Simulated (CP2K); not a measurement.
Consider trimethylamine at its PBE geometry (Å).

```xyz
13

C    -0.3603    1.3043    0.3045
N    -0.1477   -0.1319    0.4703
C     1.2693   -0.4573    0.3179
C    -0.9492   -0.8824   -0.4943
H    -0.0610    1.6667   -0.7055
H     0.2236    1.8578    1.0523
H    -1.4230    1.5423    0.4494
H     1.6625   -0.1952   -0.6909
H     1.4248   -1.5336    0.4738
H     1.8608    0.0888    1.0655
H    -0.6825   -0.6447   -1.5494
H    -0.8031   -1.9606   -0.3413
H    -2.0144   -0.6543   -0.3524
```

Method: CP2K XAS_TDP, all-electron GAPW, PBEh(45%), aug-cc-pVDZ, TDA, GW2X-corrected core level, no relativity.

Question: Where do the N K-edge lines lie, and how strong are they?

Leading lines: N2 404.21 eV. The leading line of an atom is its first one with 35 % of the strongest within 2.5 eV of its lowest line over the strength cut. Core ionisation energies at this level: N2 405.11 eV.

The first six lines of each atom with a strength over 0.0015:

| atom | energy (eV) | states | strength, one atom | above the computed threshold |
| --- | --- | --- | --- | --- |
| N2 (bonded to 3 C) | 403.47 | 1 | 0.0022 |  |
|  | 404.21 | 2 | 0.0115 |  |
|  | 404.30 | 1 | 0.0018 |  |
|  | 404.74 | 2 | 0.0145 |  |
|  | 405.75 | 1 | 0.0100 | yes |
|  | 406.11 | 2 | 0.0485 | yes |

Lines are vertical, at one geometry, with no vibrational structure. GW2X ionisation energies and lines can be off by 1 to 2 eV either way, and a good line position may hide errors that cancel. These values hold no scalar relativity, about 0.2 eV for N 1s. Rydberg lines, and the discretised continuum above threshold, depend on the basis and the box.

[Banner, clock and machine lines of the logs are left out without a mark of their own.]

[Logs are printed without paths, hosts, clocks, repeated set-up lines and the standing remarks that a program may print on its own settings, such as how far it seeks lower states.]

[Hosts, paths, dates, database ids (printed as entryN), source tags and the programs' standing remarks are cut or masked in the printed files.]
